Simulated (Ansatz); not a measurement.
# RbGeH3 (model cell, started as cubic perovskite with Ge in the octahedra): relaxing the cell for a phonon run

Aim: bring RbGeH3 (model cell, started as cubic perovskite with Ge in the octahedra) to small forces and stress, as phonons need.

Calculated with Ansatz 0.2.0; DFT PBEsol, scalar-relativistic, plane waves, PAW; PAW set soft_1.

The structure was built from a prototype and need not be the compound's stable phase.

### 1. Set-up

It takes space group Pm-3m (No. 221, cubic). Conventional cell: a = 4.410 Å, b = 4.410 Å, c = 4.410 Å, α = 90.00°, β = 90.00°, γ = 90.00°. Nearest to Rb lie 12 H at 3.12 Å. Nearest to Ge lie 6 H at 2.21 Å. H has 2 Ge at 2.21 Å and 4 Rb at 3.12 Å and 8 H at 3.12 Å nearest. Farther neighbours are not listed.

### 2. Probe on a coarse mesh

First a cheap look: the gap decides the mesh and the occupations, the pressure tells how far the cell has to move.

input.yaml

```yaml
crystal:
  lattice:
    - [4.41, 0.0, 0.0]
    - [0.0, 4.41, 0.0]
    - [0.0, 0.0, 4.41]
  atoms:
    - { symbol: Rb, position: [0.0, 0.0, 0.0] }
    - { symbol: Ge, position: [0.5, 0.5, 0.5] }
    - { symbol: H, position: [0.5, 0.5, 0.0] }
    - { symbol: H, position: [0.5, 0.0, 0.5] }
    - { symbol: H, position: [0.0, 0.5, 0.5] }
kpoints:
  mp_grid: { grid: [4, 4, 4] }
hamiltonian:
  xc: pbesol
  pseudopotentials: { kind: paw, azcp: { folder: soft_1 }, xc_functional: pbe }
scf:
  occupations: { method: gaussian, width: 0.1 }
output:
  forces: true
  stress: true
  eigenvalues: true
```

Launch:

```bash
> ansatz run input.yaml --threads 8 --pin off --max-ram 16384MiB --backend cpu --events-out ev --progress --plain --runs-dir out
```

Numbers of over 12 decimals in the logs are rounded to 6 here.

What it wrote:

```text
Engine: ansatz 0.2.0, aarch64-unknown-linux-gnu
Pseudopotentials: kind: paw
Pseudopotential: Rb, paw, valence charge 9, recommended cutoff 420 eV (normal), soft_1/Rb.paw.azcp
Pseudopotential: Ge, paw, valence charge 14, recommended cutoff 420 eV (normal), soft_1/Ge.paw.azcp
Pseudopotential: H, paw, valence charge 1, recommended cutoff 420 eV (normal), soft_1/H.paw.azcp
Functional definition: PBEsol
[...]
k-point 0: bands = [... 9 lower, -5.0411, 2.4502, 2.4502, 4.6942, 4.6942, 4.6942, 5.0193, 10.2675, ... 1 higher]
  k-point 1: bands = [... 9 lower, -4.6187, 0.8271, 2.6009, 4.4350, 4.6789, 4.6789, 8.1107, 9.1240, ... 1 higher]
  k-point 2: bands = [... 9 lower, -4.1287, -0.3735, 2.7713, 4.6567, 4.6567, 4.9042, 8.3054, 9.2602, ... 1 higher]
  k-point 9: bands = [... 9 lower, -3.1342, 0.0132, 0.0132, 0.0132, 8.5076, 8.5076, 8.5076, 11.3912, ... 1 higher]
[key lines of the parts left out:]
SCF converged after 9 iterations
Free energy (F): -7516.327982 eV
Fermi energy:    4.611383 eV
P = ⅓ Tr σ = -4.7980 GPa (-47.980 kbar)
```

Elapsed: 0.45 s, on 8 threads of Arm Neoverse V2, shared host; peak memory 0.35 GiB; 1.7 s of CPU time.

This step gave:

```yaml
pressure: -4.798 GPa
volume_per_atom: 17.15 Å³
gap_on_the_k_mesh: 0 eV
```

The coarse mesh shows no gap and a pressure of -4.8 GPa.

### 3. Relaxation, k-mesh 8×8×8

The cell and atoms are relaxed, since residual forces and stress would shift the frequencies.

Edit input.yaml of step 2 so:

```diff
@@ -12,3 +12,3 @@
 kpoints:
-  mp_grid: { grid: [4, 4, 4] }
+  mp_grid: { grid: [8, 8, 8] }
 hamiltonian:
@@ -22 +22,10 @@
   eigenvalues: true
+  write_density: true
+  write_potential: true
+  elf: true
+  volumetric_format: npy
+relax:
+  adjacent_minimum: "off"
+  f_tol: 0.005
+  max_steps: 80
+  cell: { stress_tol: 0.05 }
```

What it wrote:

```text
[...]
Crystal: 5 atoms, lattice volume = 85.766 Å³
Basis set: ecut = 420 eV, 1743 PW (Γ), exchange–correlation on 60×60×60 points (8 copies of the dense FFT grid, shifted against one another)
Bands: 18, of which v1, the nominal top of the filled ones, is band 13 counted from 1 (12 counted from 0)
Symmetry: 48 space group operations
[...]
k-points: 35 of 512
[...]
SCF iter   1: F=—  HF=-7517.826439 eV  |F-HF|=—  |Δ(HF+E_count)|=         —  Δρ=4.95e-2  dr2=2.89e0  ethr=3.10e-3  ⟨swp⟩=5.4  Hψ=3090  notcnv=0
[...]
SCF iter   9: F=-7516.654883 eV  HF=-7516.654883 eV  |F-HF|=3.66e-8  |Δ(HF+E_count)|=   3.60e-7  Δρ=5.52e-6  dr2=7.61e-8  ethr=3.85e-10  ⟨swp⟩=11.5  Hψ=4873  notcnv=0
SCF 1 converged in 9 iterations: F = -7516.654883 eV  dr2 = 7.61e-8
[...]
relax step   1: F+E_penalty+E_count = -7516.65488336 eV  Δ(F+E_penalty+E_count) = +0.000e0 eV  max|allowed force component| = 2.846e-30 eV/Å  Δτ_max = 0.0000 Å  P = -5.631 GPa  Ω = 85.766 Å³  (9 SCF iters, dr2 threshold 1.00e-7 eV, accepted)
Crystal: 5 atoms, lattice volume = 73.824 Å³
Basis set: ecut = 420 eV, 1419 PW (Γ), exchange–correlation on 60×60×60 points (8 copies of the dense FFT grid, shifted against one another)
[...]
iter 1 solved again at ethr=9.83e-5 eV; its pass at ethr=3.10e-3 eV (dr2=2.56e-2 eV) is discarded
[...]
SCF iter   7: F=-7516.994224 eV  HF=-7516.994224 eV  |F-HF|=1.37e-8  |Δ(HF+E_count)|=   2.10e-7  Δρ=7.90e-6  dr2=4.96e-8  ethr=1.92e-9  ⟨swp⟩=11.5  Hψ=5105  notcnv=0
SCF 2 converged in 7 iterations: F = -7516.994224 eV  dr2 = 4.96e-8
relax step   2: F+E_penalty+E_count = -7516.99422408 eV  Δ(F+E_penalty+E_count) = -3.393e-1 eV  max|allowed force component| = 5.870e-30 eV/Å  Δτ_max = 0.0000 Å  P = -3.007 GPa  Ω = 73.824 Å³  energy of the carried Pulay correction = +3.431e-3 eV  (7 SCF iters, dr2 threshold 5.00e-7 eV, accepted)
Crystal: 5 atoms, lattice volume = 63.710 Å³
Basis set: ecut = 420 eV, 1237 PW (Γ), exchange–correlation on 60×60×60 points (8 copies of the dense FFT grid, shifted against one another)
[...]
SCF iter   7: F=-7517.046343 eV  HF=-7517.046343 eV  |F-HF|=6.76e-9  |Δ(HF+E_count)|=   1.71e-8  Δρ=5.01e-6  dr2=1.34e-8  ethr=1.89e-9  ⟨swp⟩=7.1  Hψ=4275  notcnv=0
SCF 3 converged in 7 iterations: F = -7517.046343 eV  dr2 = 1.34e-8
relax step   3: F+E_penalty+E_count = -7517.04634307 eV  Δ(F+E_penalty+E_count) = -5.212e-2 eV  max|allowed force component| = 2.380e-30 eV/Å  Δτ_max = 0.0000 Å  P = +2.078 GPa  Ω = 63.710 Å³  energy of the carried Pulay correction = +6.767e-3 eV  (7 SCF iters, dr2 threshold 5.00e-7 eV, accepted)
[...]
relax step   4: F+E_penalty+E_count = -7517.06580254 eV  Δ(F+E_penalty+E_count) = -1.946e-2 eV  max|allowed force component| = 7.527e-30 eV/Å  Δτ_max = 0.0000 Å  P = -0.071 GPa  Ω = 67.142 Å³  energy of the carried Pulay correction = +5.585e-3 eV  (6 SCF iters, dr2 threshold 5.00e-7 eV, accepted)
[...]
relax step   5: F+E_penalty+E_count = -7517.06587277 eV  Δ(F+E_penalty+E_count) = -7.023e-5 eV  max|allowed force component| = 3.353e-30 eV/Å  Δτ_max = 0.0000 Å  P = -0.003 GPa  Ω = 67.019 Å³  energy of the carried Pulay correction = +5.627e-3 eV  (5 SCF iters, dr2 threshold 1.27e-8 eV, accepted)
[...]
SCF iter   6: F=-7517.062057 eV  HF=-7517.062057 eV  |F-HF|=1.73e-11  |Δ(HF+E_count)|=  2.09e-11  Δρ=1.37e-7  dr2=2.11e-11  ethr=1.00e-12  ⟨swp⟩=7.4  Hψ=3432  notcnv=0
SCF 6 converged in 6 iterations: F = -7517.062057 eV  dr2 = 2.11e-11
relax step   6: F+E_penalty+E_count = -7517.06205702 eV  Δ(F+E_penalty+E_count) = +3.816e-3 eV  max|allowed force component| = 2.406e-30 eV/Å  Δτ_max = 0.0000 Å  P = -0.035 GPa  Ω = 67.019 Å³  stress off target by 3.52e-2 GPa  SCF on the basis re-selected at this cell (its energy is not comparable with the rows above)  (6 SCF iters)
basis re-selected at this cell: Δ(F+E_penalty+E_count) = +3.816e-3 eV, ΔP = -0.032 GPa vs the last step (what re-selecting the basis moved, of the pressure what is left beyond the Pulay correction that the steps carried, after the strain that the cell walked since its last selection, with what the two solves' SCF thresholds leave and, on support functions, any second-order correction that the steps lacked; it is no m [...]
SCF converged after 6 iterations
Free energy (F): -7517.062057 eV
[...]
Internal energy: -7517.054693 eV  (E = F + TS)
E sigma→0 (E₀):  -7517.058375 eV
Entropy (-TS):   -0.007364 eV (-1.473 meV/atom)
Fermi energy:    6.986138 eV
[...]
--- Stress (GPa, compression-positive) ---
       -0.035215       0.000000      -0.000000
        0.000000      -0.035215      -0.000000
       -0.000000      -0.000000      -0.035215
  P = ⅓ Tr σ = -0.0352 GPa (-0.352 kbar)
--- Band table (eV; the first three rows and the last of 35) ---
  k-point 0: bands = [... 9 lower, -3.7791, 4.1651, 4.1651, 7.1869, 7.1869, 7.1869, 8.9090, 12.8199, ... 1 higher]
  k-point 1: bands = [... 9 lower, -3.4671, 3.6057, 4.2272, 7.1321, 7.1521, 7.1521, 9.9206, 12.2876, ... 1 higher]
  k-point 2: bands = [... 9 lower, -2.9004, 2.4428, 4.3882, 7.0620, 7.0620, 7.4893, 11.3133, 11.7464, ... 1 higher]
  k-point 34: bands = [... 9 lower, -0.7662, 1.2739, 1.2739, 1.2739, 11.3707, 11.3707, 11.3707, 15.3727, ... 1 higher]
--- Relaxed structure (5 steps of the walk, 5 accepted, 1 SCFs on fresh bases) ---
  F+E_penalty+E_count = -7517.06205702 eV   max|allowed force component| = 2.406e-30 eV/Å   (the final SCF, on the basis selected at the relaxed cell)
  cell:  # Å, volume = 67.0190 Å³
    - [4.061932, 0, 0]
    - [0, 4.061932, 0]
    - [0, 0, 4.061932]
  atoms:
    - { symbol: Rb, position: [0, 0, 0] }
    - { symbol: Ge, position: [0.5, 0.5, 0.5] }
    - { symbol: H, position: [0.5, 0.5, 0] }
    - { symbol: H, position: [0.5, 0, 0.5] }
    - { symbol: H, position: [0, 0.5, 0.5] }
```

It took 3.4 s on 8 threads; peak memory 0.44 GiB; 21 s of CPU time.

Step by step:

```
step  energy less that of the first step (eV)  largest force component (eV/Å)  pressure (GPa)  volume (Å³)
   1                                   0.0000                          0.0000           -5.63        85.77
   2                                  -0.3393                          0.0000           -3.01        73.82
   3                                  -0.3915                          0.0000            2.08        63.71
   4                                  -0.4109                          0.0000           -0.07        67.14
   5                                  -0.4110                          0.0000            0.00        67.02
  6*                                  -0.4072                          0.0000           -0.04        67.02
```

Relaxation steps marked * repeat the geometry before them on a plane-wave basis chosen anew for their cell, so energy and pressure can jump there.

Forces are held to the 48 operations that the run works with; a distortion that breaks them can't arise in this run.

```
conventional cell, symmetrised  before  after   change
                         a (Å)   4.410  4.062   -7.9 %
                         b (Å)   4.410  4.062   -7.9 %
                         c (Å)   4.410  4.062   -7.9 %
              volume (Å³/atom)   17.15  13.40  -21.9 %
```

The relaxed structure:

```xyz
5
Lattice="4.0619 0.0000 0.0000 0.0000 4.0619 0.0000 0.0000 0.0000 4.0619" Properties=species:S:1:pos:R:3 pbc="T T T"
Rb    0.0000    0.0000    0.0000
Ge    2.0310    2.0310    2.0310
H     2.0310    2.0310    0.0000
H     2.0310    0.0000    2.0310
H     0.0000    2.0310    2.0310
```

This step gave:

| Property | Result |
| --- | --- |
| pressure | -0.03521 GPa |
| volume per atom | 13.40 Å³ |

ELF in the ac plane at fractional y = 0.500, with atoms of Ge and H within 0.2 Å of it. It is the smooth field of the valence electrons, not physical close to the nuclei.

Ten even steps from '0' (0.11 × 1e-1) to '9' (9.96 × 1e-1), each cell a mean:
```
00026999984100
00014788863100
11113566542111
54224445443234
98544433444468
99754322244589
99754325235689
99754322234689
98644433344579
76334444444346
21123455542112
00013677752100
00016899984100
00027999995100
```
Columns run along a (4.1 Å), rows up along c (4.1 Å). Atoms in or near the plane, at fractional coordinates: Ge at (0.50, 0.50), H at (0.50, 0.00), H at (0.00, 0.50).

Valence density in the ac plane at fractional y = 0.500, with atoms of Ge and H within 0.2 Å of it. It is the smooth field of the valence electrons, not physical close to the nuclei.

Values in e/Å³, 14 rows by 14 columns, each cell a mean:
```
 0  0  0  0  0  0  1  1  1  0  0  0  0  0
 0  0  0  0  0  0  0  0  0  0  0  0  0  0
 0  0  0  0  0  0  0  0  0  0  0  0  0  0
 0  0  0  0  0  0  0  0  0  0  0  0  0  0
 0  0  0  0  0  1  2  2  1  1  0  0  0  0
 1  0  0  0  1  2  9 14  5  1  0  0  0  1
 1  1  0  0  1  4 25 37 14  2  0  0  0  1
 1  1  0  0  1  3 16 25  9  2  0  0  0  1
 0  0  0  0  0  1  3  4  2  1  0  0  0  0
 0  0  0  0  0  0  1  1  1  0  0  0  0  0
 0  0  0  0  0  0  0  0  0  0  0  0  0  0
 0  0  0  0  0  0  0  0  0  0  0  0  0  0
 0  0  0  0  0  0  1  1  0  0  0  0  0  0
 0  0  0  0  0  0  1  1  1  0  0  0  0  0
```
Columns run along a (4.1 Å), rows up along c (4.1 Å). Atoms in or near the plane, at fractional coordinates: Ge at (0.50, 0.50), H at (0.50, 0.00), H at (0.00, 0.50).

Electrostatic potential energy in the ac plane at fractional y = 0.500, with atoms of Ge and H within 0.2 Å of it. With pseudopotentials it is smooth inside the atoms' cores, unlike the true potential.

Ten even steps from '_' (-17 eV) to '@' (9 eV), each cell a mean:
```
@@@@@@@@@@%%--..++@@@@@@@@@@
@@@@@@@@@@@@####%%@@@@@@@@@@
@@@@@@@@@@%%%%##%%@@@@@@@@@@
@@@@@@@@%%##====++##%%@@@@@@
%%@@@@%%++::______--##@@@@@@
--**%%%%--__....____++%%%%++
__::%%##::__..::..__==####..
__==%%##::__......__==%%##--
%%%%@@%%++..______::##%%@@%%
@@@@@@@@##++::::--++%%@@@@@@
@@@@@@@@@@%%####%%%%@@@@@@@@
@@@@@@@@@@@@%%%%%%@@@@@@@@@@
@@@@@@@@@@%%==::**@@@@@@@@@@
@@@@@@@@@@%%____--%%@@@@@@@@
```
Columns run along a (4.1 Å; values clipped at the 3rd and 97th percentile), rows up along c (4.1 Å). Atoms in or near the plane, at fractional coordinates: Ge at (0.50, 0.50), H at (0.50, 0.00), H at (0.00, 0.50).

In this step the volume went from 17.15 to 13.40 Å³/atom.

### 4. Relaxation, k-mesh 10×10×10

The relaxation is repeated from its end, on the mesh and smearing that suit the cell and gap now reached.

Edit input.yaml of step 3 so:

```diff
@@ -2,5 +2,5 @@
   lattice:
-    - [4.41, 0.0, 0.0]
-    - [0.0, 4.41, 0.0]
-    - [0.0, 0.0, 4.41]
+    - [4.0619319843, 0.0, 0.0]
+    - [0.0, 4.0619319843, 0.0]
+    - [0.0, 0.0, 4.0619319843]
   atoms:
@@ -12,3 +12,3 @@
 kpoints:
-  mp_grid: { grid: [8, 8, 8] }
+  mp_grid: { grid: [10, 10, 10] }
 hamiltonian:
```

What it wrote:

```text
[...]
Crystal: 5 atoms, lattice volume = 67.019 Å³
Basis set: ecut = 420 eV, 1357 PW (Γ), exchange–correlation on 60×60×60 points (8 copies of the dense FFT grid, shifted against one another)
Bands: 18, of which v1, the nominal top of the filled ones, is band 13 counted from 1 (12 counted from 0)
[... 1 set-up line as in the run before ...]
[...]
k-points: 56 of 1000
[...]
--- Relaxed structure (2 steps of the walk, 2 accepted, 1 SCFs on fresh bases) ---
[...]
cell:  # Å, volume = 66.6690 Å³
    - [4.054849, 0, 0]
    - [0, 4.054849, 0]
    - [0, 0, 4.054849]
  atoms:
    - { symbol: Rb, position: [0, 0, 0] }
    - { symbol: Ge, position: [0.500000, 0.500000, 0.500000] }
    - { symbol: H, position: [0.500000, 0.500000, 0] }
    - { symbol: H, position: [0.500000, 0, 0.500000] }
    - { symbol: H, position: [0, 0.500000, 0.500000] }
[key lines of the parts left out:]
SCF converged after 5 iterations
Free energy (F): -7517.098818 eV
Fermi energy:    7.032430 eV
P = ⅓ Tr σ = 0.0301 GPa (0.301 kbar)
```

Elapsed: 2 s, on 8 threads; peak memory 0.44 GiB; 13 s of CPU time.

Step by step:

```
step  energy less that of the first step (eV)  largest force component (eV/Å)  pressure (GPa)  volume (Å³)
   1                                   0.0000                          0.0000           -0.17        67.02
   2                                  -0.0003                          0.0000            0.03        66.67
  3*                                  -0.0002                          0.0000            0.03        66.67
```

Relaxation steps marked * repeat the geometry before them on a plane-wave basis chosen anew for their cell, so energy and pressure can jump there.

The run keeps the 48 symmetry operations that it works with, so distortions that break them were not tested.

```
conventional cell, symmetrised  before  after  change
                         a (Å)   4.062  4.055  -0.2 %
                         b (Å)   4.062  4.055  -0.2 %
                         c (Å)   4.062  4.055  -0.2 %
              volume (Å³/atom)   13.40  13.33  -0.5 %
```

The relaxed structure:

```xyz
5
Lattice="4.0548 0.0000 0.0000 0.0000 4.0548 0.0000 0.0000 0.0000 4.0548" Properties=species:S:1:pos:R:3 pbc="T T T"
Rb    0.0000    0.0000    0.0000
Ge    2.0274    2.0274    2.0274
H     2.0274    2.0274    0.0000
H     2.0274    0.0000    2.0274
H     0.0000    2.0274    2.0274
```

This step gave:

```yaml
pressure: 0.03006 GPa
volume_per_atom: 13.33 Å³
```

ELF in the ac plane at fractional y = 0.500, with atoms of Ge and H within 0.2 Å of it. It is the smooth field of the valence electrons, not physical close to the nuclei.

Ten even steps from '_' (0.11 × 1e-1) to '@' (9.96 × 1e-1), each cell a mean:
```
______..**@@@@@@@@%%==..____
______..==##%%%%%%**--..____
........--++****++==::......
++==::::======++====--::--==
@@%%++======----========**%%
@@@@##++==--::::::====++%%@@
@@@@##++==--::++::--++**%%@@
@@@@##++==--::::::--==**%%@@
@@%%**======------====++##@@
##**==--==============--==**
::....::--==++++++==::......
______..==**######++::..____
______..**%%@@@@@@%%==..____
______::##@@@@@@@@@@++..____
```
Columns run along a (4.1 Å), rows up along c (4.1 Å). Atoms in or near the plane, at fractional coordinates: Ge at (0.50, 0.50), H at (0.50, 0.00), H at (0.00, 0.50).

Electrostatic potential energy in the ac plane at fractional y = 0.500, with atoms of Ge and H within 0.2 Å of it. With pseudopotentials it is smooth inside the atoms' cores, unlike the true potential.

Ten even steps from '0' (-17 eV) to '9' (9 eV), each cell a mean:
```
99999831599999
99999977899999
99999887899999
99998744578999
89985200037999
36883011005885
02872012104771
04872011104873
88985100027898
99997522358999
99999877889999
99999988899999
99999842699999
99999800389999
```
Columns run along a (4.1 Å; values clipped at the 3rd and 97th percentile), rows up along c (4.1 Å). Atoms in or near the plane, at fractional coordinates: Ge at (0.50, 0.50), H at (0.50, 0.00), H at (0.00, 0.50).

Valence density in the ac plane at fractional y = 0.500, with atoms of Ge and H within 0.2 Å of it. It is the smooth field of the valence electrons, not physical close to the nuclei.

Ten steps, logarithmic in the rise over the least value, from '0' (0 e/Å³) to '9' (37 e/Å³), each cell a mean:
```
00000122110000
00000011100000
00000011100000
00000111110000
10001234311001
21111377531111
32112599741112
22112489731112
11001245321001
00001122110000
00000011100000
00000011100000
00000122100000
00000123210000
```
Columns run along a (4.1 Å), rows up along c (4.1 Å). Atoms in or near the plane, at fractional coordinates: Ge at (0.50, 0.50), H at (0.50, 0.00), H at (0.00, 0.50).

In this step the volume went from 13.40 to 13.33 Å³/atom.

### 5. Relaxing to small forces for the phonons

Phonons need a cell at rest on their own settings, so the relaxation is repeated with tight tolerances on forces and stress on the k mesh and occupations of the first response run.

input.yaml

```yaml
crystal:
  lattice:
    - [4.0548492278, 0.0, 0.0]
    - [0.0, 4.0548492278, 0.0]
    - [0.0, 0.0, 4.0548492278]
  atoms:
    - { symbol: Rb, position: [0.0, 0.0, 0.0] }
    - { symbol: Ge, position: [0.5, 0.5, 0.5] }
    - { symbol: H, position: [0.5, 0.5, 0.0] }
    - { symbol: H, position: [0.5, 0.0, 0.5] }
    - { symbol: H, position: [0.0, 0.5, 0.5] }
kpoints:
  mp_grid: { grid: [12, 12, 12] }
hamiltonian:
  xc: pbesol
  pseudopotentials: { kind: paw, azcp: { folder: soft_1 }, xc_functional: pbe }
scf:
  occupations: { method: methfessel_paxton, width: 0.2 }
output:
  forces: true
  stress: true
  eigenvalues: true
relax:
  adjacent_minimum: "off"
  f_tol: 0.001
  max_steps: 60
  cell: { stress_tol: 0.01 }
```

What it wrote:

```text
[...]
Crystal: 5 atoms, lattice volume = 66.669 Å³
Basis set: ecut = 420 eV, 1309 PW (Γ), exchange–correlation on 60×60×60 points (8 copies of the dense FFT grid, shifted against one another)
Bands: 18, of which v1, the nominal top of the filled ones, is band 13 counted from 1 (12 counted from 0)
[... 1 set-up line as in the run before ...]
[...]
k-points: 84 of 1728
[...]
--- Relaxed structure (2 steps of the walk, 2 accepted, 1 SCFs on fresh bases) ---
[...]
cell:  # Å, volume = 66.5747 Å³
    - [4.052936, 0, 0]
    - [0, 4.052936, 0]
    - [0, 0, 4.052936]
  atoms:
    - { symbol: Rb, position: [0, 0, 0] }
    - { symbol: Ge, position: [0.5, 0.5, 0.5] }
    - { symbol: H, position: [0.5, 0.5, 0] }
    - { symbol: H, position: [0.5, 0, 0.5] }
    - { symbol: H, position: [0, 0.5, 0.5] }
[key lines of the parts left out:]
SCF converged after 6 iterations
Free energy (F): -7517.113417 eV
Fermi energy:    7.040430 eV
P = ⅓ Tr σ = 0.0082 GPa (0.082 kbar)
```

Elapsed: 2.7 s, on 8 threads; peak memory 0.46 GiB; 18 s of CPU time.

Little changed from the start: no atom moved by 0.005 Å and no cell edge by 0.1 %.

Numbers from this step:

| Item | Value |
| --- | --- |
| pressure | 0.008158 GPa |
| volume per atom | 13.31 Å³ |

The forces vanish by symmetry and the pressure is 0.008 GPa, within the tolerances set. The cell now holds 13.31 Å³/atom.

### 6. Outcome

| Quantity | Value |
| --- | --- |
| space group after relaxation (within 0.01 Å) | Pm-3m |
| lattice constant a | 4.053 Å |
| lattice constant b | 4.053 Å |
| lattice constant c | 4.053 Å |
| volume per atom | 13.3 Å³ |

What this shows: The forces vanish by symmetry and the pressure is 0.008 GPa, within the tolerances set. The cell now holds 13.31 Å³/atom. The relaxation keeps the symmetry of its start, so it says nothing on stability against lower symmetry. The PAW files were made for PBE and serve the other functionals too. The starting cell was built on a prototype and not taken from a measurement, so the phase need not exist.

[Logs are printed without paths, hosts, clocks, repeated set-up lines and the standing remarks that a program may print on its own settings, such as how far it seeks lower states.]

[Hosts, paths, dates, database ids (printed as entryN), source tags and the programs' standing remarks are cut or masked in the printed files.]
